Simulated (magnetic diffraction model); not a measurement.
**Which magnetic order? CuH4S2Cl2**

Space group Pmna (no. 53), a = 8.8160 Å, b = 4.0370 Å, c = 7.9940 Å.

```
site  atom       x       y       z
  2a    Cu     1/2       0     1/2
  4h    Cl       0  0.6204  0.7577
  4e     S  0.7320       0     1/2
  8i     H  0.6929  0.1179  0.0835
```

The compound is invented for this exercise: a known structure type with other elements, its cell scaled to their sizes and not relaxed.

Only Cu is taken to order (form factors of Cu2+); orders and moment sizes are assumed, and not adapted to the symmetry. Radiation: neutrons of λ = 2.567 Å, 3° to 70°; isotropic B of 0.25 Å² (Cu), 0.36 Å² (Cl), 0.3 Å² (S) and 0.51 Å² (H). The intensities are simulated: I ∝ L Σ (|F_N|² + |F_M⊥|²) for unpolarised neutrons, with F_M = 2.695 fm/μB × Σ f(s) S exp(2πi Q·r) exp(−B s²) at Q = H ± k (one set where k and −k are equivalent), only the part normal to Q counting and L = 1/(sin²θ cos θ). For collinear order S is the moment m, which repeats by lattice and centring translations R with the sign exp(−2πi k·R). Form factors are spin-only for 3d ions and dipole or tabulated for f ions, scattering lengths are Sears's of 1992, and absorption is left out. A label names one of the reflections at its angle. The strongest nuclear line in the range is 100, and lines under 0.2 are left out.

Above the ordering temperature:

```csv
2θ (°),index,I
25.04,(1 0 1),64.0
33.86,(2 0 0),100.0
37.08,(0 1 0),10.6
37.46,(0 0 2),13.3
41.73,(0 1 1),8.4
45.26,(1 1 1),27.1
51.08,(2 1 0),1.1
51.38,(2 0 2),11.4
53.73,(0 1 2),39.5
54.78,(2 1 1),46.0
55.46,(3 0 1),1.6
56.69,(1 1 2),2.8
60.42,(1 0 3),2.2
65.04,(2 1 2),49.9
68.61,(3 1 1),1.1
```

Below it (cell unchanged):

```
2θ (°)      I
 22.18    1.6
 25.04   64.0
 32.73    0.8
 33.86  100.0
 34.63    0.3
 37.08   10.6
 37.46   13.3
 41.73    8.4
 42.43    0.3
 45.26   27.1
 47.81    0.3
 51.08    1.1
 51.38   11.4
 53.73   39.5
 54.78   46.0
 55.46    1.6
 56.69    2.8
 58.56    0.2
 60.42    2.2
 65.04   49.9
 68.61    1.1
```

**Question.** Find the propagation vector, then choose among these models:
A. collinear moments along [001], 0.84 μB on Cu; signs + at (1/2, 0, 1/2), + at (0, 0, 0)
B. collinear moments along [101], 0.84 μB on Cu; signs + at (1/2, 0, 1/2), − at (0, 0, 0)
C. collinear moments along [101], 0.84 μB on Cu; signs + at (1/2, 0, 1/2), + at (0, 0, 0)
D. collinear moments along [001], 0.84 μB on Cu; signs + at (1/2, 0, 1/2), − at (0, 0, 0)

The new lines index as (1/2 1/2 1/2) at 22.18°, (3/2 1/2 -1/2) at 32.73° and (5/2 1/2 1/2) at 47.81°, that is as H ± k with k = (1/2 1/2 1/2). Half indices mean that the moments reverse under translations with k·R a half-integer, and the magnetic cell has twice the primitive volume.

Magnetic intensity, observed (below minus above) and for each model:

| 2θ (°) | index | observed | A | B | C | D |
| --- | --- | --- | --- | --- | --- | --- |
| 22.18 | (1/2 1/2 1/2) | 1.6 | 1.6 | 1.4 | 2.0 | 1.6 |
| 32.73 | (3/2 1/2 -1/2) | 0.8 | 0.8 | 0.7 | 0.4 | 0.8 |
| 34.63 | (1/2 1/2 -3/2) | 0.3 | 0.3 | 0.7 | 0.4 | 0.3 |

Models A and D match alike on every line, so these data can't choose among them (such ties are often domains of one structure).

The structure used: k = (1/2 1/2 1/2), collinear moments along [001], 0.84 μB on Cu; signs + at (1/2, 0, 1/2), − at (0, 0, 0).

[Logs are printed without paths, hosts, clocks, repeated set-up lines and the standing remarks that a program may print on its own settings, such as how far it seeks lower states.]
